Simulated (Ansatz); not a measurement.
**3-layer 1T-PtSe2 (AB) in a perpendicular field**

Wanted: the out-of-plane response of the 3-layer 1T-PtSe2 (AB). A positive field points along +c.

Main program and level: Ansatz 0.2.0; plane-wave DFT, PBE-D3(BJ), Ansatz PAW.

## 1. The starting structure

The cell holds 9 atoms: 6 Se and 3 Pt. Its edges and angles: a = 3.750 Å, b = 3.750 Å, c = 57.003 Å, α = 90.0°, β = 90.0°, γ = 120.0°. Regions: layer 1: 1T-PtSe2, 3 atoms (2 Se and 1 Pt); layer 2: 1T-PtSe2, 3 atoms (2 Se and 1 Pt); layer 3: 1T-PtSe2, 3 atoms (2 Se and 1 Pt). Vacuum lies along c.

## 2. Relaxation

The starting cell is a guess, so the in-plane lattice and the atoms are relaxed first, with the slab cut off from its images along the normal.

input.yaml reads:

```yaml
crystal:
  lattice:
    - [3.75, 0.0, 0.0]
    - [-1.875, 3.2475952642, 0.0]
    - [0.0, 0.0, 57.0031533873]
  atoms:
    - { symbol: Se, position: [0.6666666667, 0.3333333333, 0.3859435609] }
    - { symbol: Pt, position: [0.0, 0.0, 0.4058347218] }
    - { symbol: Se, position: [0.3333333333, 0.6666666667, 0.4257258827] }
    - { symbol: Se, position: [0.0, 0.0, 0.480108839] }
    - { symbol: Pt, position: [0.3333333333, 0.6666666667, 0.5] }
    - { symbol: Se, position: [0.6666666667, 0.3333333333, 0.519891161] }
    - { symbol: Se, position: [0.6666666667, 0.3333333333, 0.5742741173] }
    - { symbol: Pt, position: [0.0, 0.0, 0.5941652782] }
    - { symbol: Se, position: [0.3333333333, 0.6666666667, 0.6140564391] }
  periodic: [true, true, false]
kpoints:
  mp_grid: { grid: [12, 12, 1] }
hamiltonian:
  xc: pbe
  dispersion: d3bj
scf:
  occupations: { method: fermi_dirac, width: 0.05 }
  convergence: { dr2_threshold: 1.0e-09 }
relax:
  f_tol: 0.004
  max_steps: 90
  cell: {}
output:
  write_potential: true
  write_density: true
  volumetric_format: npy
```

Run with:

```console
> ansatz run input.yaml --threads 4 --pin off --max-ram 8192MiB --backend cpu --events-out ev --progress --plain --runs-dir out
```

Numbers of over 12 decimals in the logs are rounded to 6 here.

Log:

```text
Warning: relax.cell: scf.convergence.dr2_threshold = 1e-9 eV is looser than the 1.70085683183e-10 eV advised for a relaxation that steers and ends on the stress (1e-10 eV for each atom of the cell: 9, times the square of relax.cell.stress_2d_tol = 0.05 N/m over 23.0 Å (the atoms' height at the walk's start and 5 Å past either face), 2.174e-2 GPa, over a crystal's default 0.05). What an SCF threshold leaves in a stress goes as its square root, and in the free energy as the threshold itself, and one threshold admits the most on a small cell: [figures from the program's tests cut] Set scf.convergence.dr2_threshold to 1.70085683183e-10 eV or tighter. [rest of the remark cut]
Engine: ansatz 0.2.0, aarch64-unknown-linux-gnu
Pseudopotentials: kind: paw
Pseudopotential: Se, paw, valence charge 16, recommended cutoff 420 eV (normal), Se.paw.azcp
Pseudopotential: Pt, paw, valence charge 18, recommended cutoff 420 eV (normal), Pt.paw.azcp
Functional definition: PBE
  parameter kappa = 0.804
  parameter beta = 0.066725
  exchange = pbe_x(kappa = kappa, mu = beta*pi^2/3)
  correlation = pbe_c(beta = beta)
Crystal: 9 atoms, lattice volume = 694.212 Å³
Basis set: ecut = 420 eV, 13679 PW (Γ), exchange–correlation on 54×54×768 points (8 copies of the dense FFT grid, shifted against one another)
Bands: 90, of which v1, the nominal top of the filled ones, is band 75 counted from 1 (74 counted from 0)
Symmetry: 6 space group operations
Space group: P3m1 (ITA 156), of the structure as read, at distance tolerance 8.9e-5 Å
k-points: 19 of 144 (time reversal used)
Non-local potential: Se, projectors of the file, l = 0: 2, l = 1: 2, l = 2: 3, l = 3: 1
Non-local potential: Pt, projectors of the file, l = 0: 3, l = 1: 2, l = 2: 2, l = 3: 1
PAW form: soft (Blöchl's): semilocal exchange-correlation on the pseudo side does not see the compensation charge
PAW one-centre angular grid: Se, 590 points (default); XC on 64 Gauss nodes
PAW one-centre angular grid: Pt, 590 points (default); XC on 64 Gauss nodes
Initial density: superposition of atomic densities (neutral atoms: chi_scale 0, normalization atom), corrected by the library's trained network
Initial wavefunctions: pseudopotential atomic-orbital guess
Functional: x = pbe(κ = 0.804, μ = 0.219515), c = pbe(β = 0.066725)
SCF iter   1: F=—  HF=-70389.234215 eV  |F-HF|=—  |Δ(HF+E_count)|=         —  Δρ=1.72e-3  dr2=5.70e-2  ethr=1.77e-3  ⟨swp⟩=12.7  Hψ=9465  notcnv=0  defer=35
preconditioner: auto → LDOS  [insulator: Δε(μ)=0.124 eV  Ē_g=10.107 eV  σ=0.050 eV  W_gap=0.51  n_scr=128 (ndim 8)  ℏωp=11.4 eV  f_vac=0.715  D(μ)=0.96/eV (n_scr^D=8)  ε∞_Penn≈2.3  β→1.0]
SCF iter   2: F=—  HF=-70389.239060 eV  |F-HF|=—  |Δ(HF+E_count)|=   4.85e-3  Δρ=2.32e-3  dr2=2.28e-1  ethr=3.80e-5  ⟨swp⟩=4.3  Hψ=4974  notcnv=0  defer=123
SCF iter   3: F=—  HF=-70389.216422 eV  |F-HF|=—  |Δ(HF+E_count)|=   2.26e-2  Δρ=1.31e-3  dr2=1.07e-1  ethr=3.80e-5  ⟨swp⟩=3.8  Hψ=3113  notcnv=0  defer=123
SCF iter   4: F=—  HF=-70389.205569 eV  |F-HF|=—  |Δ(HF+E_count)|=   1.09e-2  Δρ=3.61e-4  dr2=3.11e-3  ethr=3.80e-5  ⟨swp⟩=3.0  Hψ=2607  notcnv=0  defer=123
SCF iter   5: F=—  HF=-70389.205093 eV  |F-HF|=—  |Δ(HF+E_count)|=   4.76e-4  Δρ=1.14e-4  dr2=2.81e-4  ethr=2.07e-6  ⟨swp⟩=2.9  Hψ=2705  notcnv=0  defer=121
SCF iter   6: F=—  HF=-70389.205073 eV  |F-HF|=—  |Δ(HF+E_count)|=   2.08e-5  Δρ=4.07e-5  dr2=2.77e-5  ethr=1.87e-7  ⟨swp⟩=3.1  Hψ=2696  notcnv=0  defer=121
SCF iter   7: F=—  HF=-70389.205087 eV  |F-HF|=—  |Δ(HF+E_count)|=   1.40e-5  Δρ=2.01e-5  dr2=7.79e-6  ethr=1.85e-8  ⟨swp⟩=3.2  Hψ=2836  notcnv=0  defer=121
SCF iter   8: F=—  HF=-70389.205467 eV  |F-HF|=—  |Δ(HF+E_count)|=   3.80e-4  Δρ=3.72e-6  dr2=8.63e-7  ethr=5.19e-9  ⟨swp⟩=2.9  Hψ=2503  notcnv=0  defer=121
SCF iter   9: F=—  HF=-70389.205467 eV  |F-HF|=—  |Δ(HF+E_count)|=   1.22e-7  Δρ=2.38e-6  dr2=1.12e-7  ethr=5.75e-10  ⟨swp⟩=2.7  Hψ=2357  notcnv=0  defer=121
SCF iter  10: F=—  HF=-70389.205467 eV  |F-HF|=—  |Δ(HF+E_count)|=   3.87e-8  Δρ=9.34e-7  dr2=4.06e-8  ethr=7.48e-11  ⟨swp⟩=3.1  Hψ=2551  notcnv=0  defer=121
SCF iter  11: F=—  HF=-70389.205467 eV  |F-HF|=—  |Δ(HF+E_count)|=   1.41e-8  Δρ=3.92e-7  dr2=3.00e-9  ethr=2.71e-11  ⟨swp⟩=2.8  Hψ=2392  notcnv=0  defer=121
SCF iter  12: F=-70389.205467 eV  HF=-70389.205467 eV  |F-HF|=6.18e-9  |Δ(HF+E_count)|=   5.20e-9  Δρ=1.72e-7  dr2=3.69e-10  ethr=1.00e-12  ⟨swp⟩=11.8  Hψ=12112  notcnv=0
SCF 1 converged in 12 iterations: F = -70389.205467 eV  dr2 = 3.69e-10
  greatest PAW one-centre occupation: 1.000 electrons in one spin orbital (limit 2), on the Pt atom at site 1 (counted from 0), in its partial waves of l = 0
relax step   1: F+E_penalty+E_count = -70389.20546680 eV  Δ(F+E_penalty+E_count) = +0.000e0 eV  max|allowed force component| = 2.133e0 eV/Å  Δτ_max = 0.0000 Å  P = +16.786 N/m  Ω = 694.212 Å³  fix = [c, alpha, beta]  reactions: c +0.000 N/m  (12 SCF iters, accepted)
Crystal: 9 atoms, lattice volume = 701.944 Å³
Basis set: ecut = 420 eV, 13787 PW (Γ), exchange–correlation on 54×54×768 points (8 copies of the dense FFT grid, shifted against one another)
Initial density: handed on by an earlier stage of this run
Initial wavefunctions: those handed on with the density
iter 1 solved again at ethr=1.92e-4 eV; its pass at ethr=3.10e-3 eV (dr2=2.87e-1 eV) is discarded
SCF iter   1: F=—  HF=-70390.107062 eV  |F-HF|=—  |Δ(HF+E_count)|=         —  Δρ=6.57e-3  dr2=2.90e-1  ethr=1.92e-4  ⟨swp⟩=4.9  Hψ=9807  notcnv=0  defer=2
preconditioner: auto → LDOS  [metal: Δε(μ)=0.020 eV  Ē_g=9.511 eV  σ=0.050 eV  W_gap=0.10  n_scr=128 (ndim 8)  ℏωp=11.4 eV  f_vac=0.708  D(μ)=2.68/eV (n_scr^D=14)  β→1.0]
SCF iter   2: F=—  HF=-70390.099152 eV  |F-HF|=—  |Δ(HF+E_count)|=   7.91e-3  Δρ=3.15e-3  dr2=1.54e-1  ethr=1.92e-4  ⟨swp⟩=5.9  Hψ=4652  notcnv=0  defer=17
SCF iter   3: F=—  HF=-70390.071977 eV  |F-HF|=—  |Δ(HF+E_count)|=   2.72e-2  Δρ=1.05e-3  dr2=2.13e-2  ethr=1.03e-4  ⟨swp⟩=3.9  Hψ=3798  notcnv=0  defer=78
SCF iter   4: F=—  HF=-70390.068679 eV  |F-HF|=—  |Δ(HF+E_count)|=   3.30e-3  Δρ=2.06e-4  dr2=1.27e-3  ethr=1.42e-5  ⟨swp⟩=2.9  Hψ=2685  notcnv=0  defer=92
SCF iter   5: F=—  HF=-70390.068512 eV  |F-HF|=—  |Δ(HF+E_count)|=   1.67e-4  Δρ=8.60e-5  dr2=3.13e-4  ethr=8.49e-7  ⟨swp⟩=3.2  Hψ=2928  notcnv=0  defer=96
SCF iter   6: F=—  HF=-70390.068504 eV  |F-HF|=—  |Δ(HF+E_count)|=   7.45e-6  Δρ=2.35e-5  dr2=2.89e-5  ethr=2.09e-7  ⟨swp⟩=2.6  Hψ=2325  notcnv=0  defer=96
SCF iter   7: F=—  HF=-70390.068450 eV  |F-HF|=—  |Δ(HF+E_count)|=   5.41e-5  Δρ=1.10e-5  dr2=7.45e-6  ethr=1.93e-8  ⟨swp⟩=3.0  Hψ=2695  notcnv=0  defer=96
[...]
relax step   6: F+E_penalty+E_count = -70390.30429488 eV  Δ(F+E_penalty+E_count) = -1.924e-3 eV  max|allowed force component| = 1.387e-2 eV/Å  Δτ_max = 0.0628 Å  P = +0.109 N/m  Ω = 678.785 Å³  energy of the carried Pulay correction = +9.274e-4 eV  fix = [c, alpha, beta]  reactions: c +0.000 N/m  (14 SCF iters, accepted)
[...]
relax step   7: F+E_penalty+E_count = -70390.30419588 eV  Δ(F+E_penalty+E_count) = +9.900e-5 eV  max|allowed force component| = 2.521e-2 eV/Å  Δτ_max = 0.0064 Å  P = -0.208 N/m  Ω = 679.271 Å³  energy of the carried Pulay correction = +8.979e-4 eV  fix = [c, alpha, beta]  (11 SCF iters, rejected (line search))
[...]
relax step   8: F+E_penalty+E_count = -70390.30431181 eV  Δ(F+E_penalty+E_count) = -1.693e-5 eV  max|allowed force component| = 3.631e-4 eV/Å  Δτ_max = 0.0027 Å  P = -0.002 N/m  Ω = 679.005 Å³  energy of the carried Pulay correction = +9.140e-4 eV  fix = [c, alpha, beta]  reactions: c -0.000 N/m  (10 SCF iters, accepted)
Basis set: ecut = 420 eV, 13295 PW (Γ), exchange–correlation on 50×50×768 points (8 copies of the dense FFT grid, shifted against one another)
Initial wavefunctions: pseudopotential atomic-orbital guess (no wavefunctions were taken with the density)
iter 1 solved again at ethr=5.05e-7 eV; its pass at ethr=3.10e-3 eV (dr2=7.57e-4 eV) is discarded
SCF iter   1: F=—  HF=-70390.303105 eV  |F-HF|=—  |Δ(HF+E_count)|=         —  Δρ=2.17e-5  dr2=5.16e-7  ethr=5.05e-7  ⟨swp⟩=6.5  Hψ=16108  notcnv=0
eigensolver tolerance schedule: the retry pair's looser diagonalisation over-reported the residual by 1466.30 of it (diagonalisation noise at 0.31 of the residual, at the tolerance the schedule requests for it); recorded, not acted on — ethr = c·dr2/N_el stays at c = 1.0e-1
preconditioner: auto → Resta (q_TF=auto, 2.121 Å⁻¹)  ε∞=2.5  [insulator: Δε(μ)=0.540 eV  Ē_g=9.576 eV  σ=0.050 eV  W_gap=0.99  n_scr=128 (ndim 8)  ℏωp=11.6 eV  f_vac=0.695  D(μ)=0.02/eV (n_scr^D=0)  ε∞_Penn≈2.5  vacuum switching on, ρ_ref=6.7e-3 e/Å³]
SCF iter   2: F=—  HF=-70390.303463 eV  |F-HF|=—  |Δ(HF+E_count)|=   3.58e-4  Δρ=1.07e-5  dr2=1.60e-7  ethr=3.44e-10  ⟨swp⟩=5.0  Hψ=5680  notcnv=0
SCF iter   3: F=—  HF=-70390.303463 eV  |F-HF|=—  |Δ(HF+E_count)|=   1.06e-7  Δρ=4.95e-6  dr2=2.66e-7  ethr=1.07e-10  ⟨swp⟩=2.9  Hψ=3630  notcnv=0
SCF iter   4: F=—  HF=-70390.303463 eV  |F-HF|=—  |Δ(HF+E_count)|=   3.49e-8  Δρ=1.52e-6  dr2=3.22e-8  ethr=1.07e-10  ⟨swp⟩=3.1  Hψ=2969  notcnv=0
SCF iter   5: F=—  HF=-70390.303463 eV  |F-HF|=—  |Δ(HF+E_count)|=  5.68e-10  Δρ=9.89e-7  dr2=2.58e-8  ethr=2.15e-11  ⟨swp⟩=2.7  Hψ=2422  notcnv=0
SCF iter   6: F=—  HF=-70390.303463 eV  |F-HF|=—  |Δ(HF+E_count)|=  2.18e-10  Δρ=4.79e-7  dr2=4.36e-9  ethr=1.72e-11  ⟨swp⟩=2.0  Hψ=2180  notcnv=0
SCF iter   7: F=-70390.303463 eV  HF=-70390.303463 eV  |F-HF|=1.02e-10  |Δ(HF+E_count)|=  6.11e-10  Δρ=2.07e-7  dr2=6.93e-10  ethr=1.00e-12  ⟨swp⟩=16.4  Hψ=13572  notcnv=0
SCF 9 converged in 7 iterations: F = -70390.303463 eV  dr2 = 6.93e-10
relax step   9: F+E_penalty+E_count = -70390.30346338 eV  Δ(F+E_penalty+E_count) = +8.484e-4 eV  max|allowed force component| = 3.585e-4 eV/Å  Δτ_max = 0.0000 Å  P = -0.005 N/m  Ω = 679.005 Å³  fix = [c, alpha, beta]  reactions: c -0.000 N/m  stress off target by 5.27e-3 N/m on what of the cell is left free  SCF on the basis re-selected at this cell (its energy is not comparable with the rows above)  (7 SCF iters)
basis re-selected at this cell: Δ(F+E_penalty+E_count) = +8.484e-4 eV, ΔP = -0.003 N/m vs the last step (what re-selecting the basis moved, of the pressure what is left beyond the Pulay correction that the steps carried, after the strain that the cell walked since its last selection, with what the two solves' SCF thresholds leave and, on support functions, any second-order correction that the steps lacked; it is no measure of the basis error at this ecutwfc). The dense FFT grid was sized anew with the basis: this SCF ran on 25×25×384 points, the steps before it on 27×27×384, so part of this shift can come from that change (see relax.cell in the input reference). [rest of the remark cut]
WARN: The output density's exchange-correlation potential varies sharply where the density is thin. Do not read a vacuum level from v_tot or v_xc, or from such a field of the output density. On a cell that repeats whose density bears no net charge and no dipole along the vacuum's axis use v_es (v_loc + v_h of the components); under efield.dipole_correction with no amplitude use v_es + v_field, which holds any externa [...]
SCF converged after 7 iterations
Free energy (F): -70390.303463 eV
Harris-Foulkes:  -70390.303463 eV  (|F-HF|=1.02e-10)
Internal energy: -70390.303070 eV  (E = F + TS)
E sigma→0 (E₀):  -70390.303267 eV
Entropy (-TS):   -0.000394 eV (-0.044 meV/atom)
Fermi energy:    -4.821907 eV
--- Per-component energies (eV) ---
  E_band       = -5544.574918
  E_kinetic    = 2621.479966
  E_local      = -1489797.326643  (includes V_loc(G=0)·N_el)
  E_nonlocal   = -2972.595998
  E_hartree    = 742829.964998
  E_xc         = -1410.297266
  E_vxc        = -1497.181792  (∫ρ·V_xc dr)
  E_paw        = -39833.090741  (= ΣΔE_a)
  E_vpaw       = 441.109972  (= ΣTr[D̂ρ^β])
  E_aug_tail   = -0.002940  (compensation charges beyond the density's cutoff)
  E_ewald      = 718174.917680
  E_disp       = -3.352126  (pairwise vdW)
  E_smearing   = -0.000394  (= −TS)
  E_closure    = 0.000000  (closes the sum)
  Σ components = -70390.303463   (vs F -70390.303463, Δ=0.00e0)
--- Forces (eV/Å), atoms counted from 1 ---
  atom   1  Se     0.00000000    -0.00000000    -0.00027535
  atom   2  Pt     0.00000000     0.00000000    -0.00000110
  atom   3  Se     0.00000000     0.00000000    -0.00027201
  atom   4  Se     0.00000000    -0.00000000     0.00005516
  atom   5  Pt    -0.00000000    -0.00000000    -0.00035595
  atom   6  Se     0.00000000     0.00000000     0.00028749
  atom   7  Se     0.00000000    -0.00000000     0.00006915
  atom   8  Pt     0.00000000    -0.00000000     0.00035854
  atom   9  Se     0.00000000     0.00000000     0.00013437
  max |Σ_I F_I| component: 3.06e-7 eV/Å
--- 2D stress c σ (N/m, compression-positive) ---
       -0.005268      -0.000000      -0.000000
       -0.000000      -0.005268      -0.000000
       -0.000000      -0.000000      -0.000000
  P = ½ c Tr σ = -0.0053 N/m
--- Band table (eV; the first three rows and the last of 19) ---
  k-point 0: bands = [... 71 lower, -5.6861, -5.6229, -5.6229, -5.3527, -2.8210, -2.8210, -2.7161, -2.7161, ... 11 higher]
  k-point 1: bands = [... 71 lower, -5.6813, -5.6147, -5.4860, -5.1501, -3.3312, -3.2088, -3.1093, -2.9484, ... 11 higher]
  k-point 2: bands = [... 71 lower, -5.7502, -5.6777, -5.3990, -5.1853, -4.1449, -3.9758, -3.7581, -3.1765, ... 11 higher]
  k-point 18: bands = [... 71 lower, -6.6519, -6.6235, -6.6102, -6.4323, -4.3246, -3.9446, -3.9287, -3.8946, ... 11 higher]
  the weakly bound empty levels are not read free of the cell's end (no_gap_told)
--- Relaxed structure (8 steps of the walk, 7 accepted, 1 SCFs on fresh bases) ---
  F+E_penalty+E_count = -70390.30346338 eV   max|allowed force component| = 3.585e-4 eV/Å   (the final SCF, on the basis selected at the relaxed cell)
  cell:  # Å, volume = 679.0054 Å³
    - [3.708701, 0, 0]
    - [-1.854351, 3.211830, 0]
    - [0, 0, 57.0031533873]
  atoms:
    - { symbol: Se, position: [0.666667, 0.333333, 0.375780] }
    - { symbol: Pt, position: [-1.3204682069077224e-17, 0, 0.399059] }
    - { symbol: Se, position: [0.333333, 0.666667, 0.422192] }
    - { symbol: Se, position: [-1.3260118341406801e-17, 0, 0.473304] }
    - { symbol: Pt, position: [0.333333, 0.666667, 0.496445] }
    - { symbol: Se, position: [0.666667, 0.333333, 0.519669] }
    - { symbol: Se, position: [0.666667, 0.333333, 0.581328] }
    - { symbol: Pt, position: [2.0130438524582964e-17, 0, 0.604495] }
    - { symbol: Se, position: [0.333333, 0.666667, 0.627728] }
```

The job ended after 6.7 min (4 threads of Arm Neoverse V1, shared host; peak memory 2 GiB; 27 min of CPU time).

Step by step:

| step | energy less that of the first step (eV) | largest force component (eV/Å) | volume (Å³) |
| --- | --- | --- | --- |
| 1 | 0.0000 | 2.1326 | 694.21 |
| 2 | -0.8634 | 0.4433 | 701.94 |
| 3 | -1.0117 | 0.1768 | 694.39 |
| 4 | -1.0759 | 0.1164 | 686.76 |
| 5 | -1.0969 | 0.0182 | 680.31 |
| 6 | -1.0988 | 0.0139 | 678.78 |
| 7 | -1.0987 | 0.0252 | 679.27 |
| 8 | -1.0988 | 0.0004 | 679.01 |
| 9* | -1.0980 | 0.0004 | 679.01 |

Relaxation steps marked * repeat the geometry before them on a plane-wave basis chosen anew for their cell, so energy and pressure can jump there. Relaxation step 7 was tried and not accepted.

Forces are held to the 6 operations that the run works with; a distortion that breaks them can't arise in this run.

```csv
cell as run,before,after,change
a (Å),3.750,3.709,-1.1 %
b (Å),3.750,3.709,-1.1 %
```

The atoms that moved most (Å, along periodic axes as changes of fractional coordinates times the final cell, across vacuum about the mean position):

```csv
atom,dx,dy,dz,length
Se9,0.000,0.000,0.779,0.779
Pt8,0.000,0.000,0.589,0.589
Se1,0.000,0.000,-0.579,0.579
Se7,0.000,0.000,0.402,0.402
Se4,0.000,0.000,-0.388,0.388
Pt2,0.000,0.000,-0.386,0.386
Pt5,0.000,0.000,-0.203,0.203
Se3,0.000,0.000,-0.201,0.201
```

This step gave:

```
energy at zero smearing : -70390.3033 eV
```

The lattice constant a goes from 3.750 to 3.709 Å.

(Continued in part 2 of 3.)

[Logs are printed without paths, hosts, clocks, repeated set-up lines and the standing remarks that a program may print on its own settings, such as how far it seeks lower states.]

[Hosts, paths, dates, database ids (printed as entryN), source tags and the programs' standing remarks are cut or masked in the printed files.]

[Maps of the electrostatic potential energy from Ansatz leave out the sawtooth potential of an applied field or a dipole correction, so their vacuum need not be flat; planar profiles and work functions include it.]
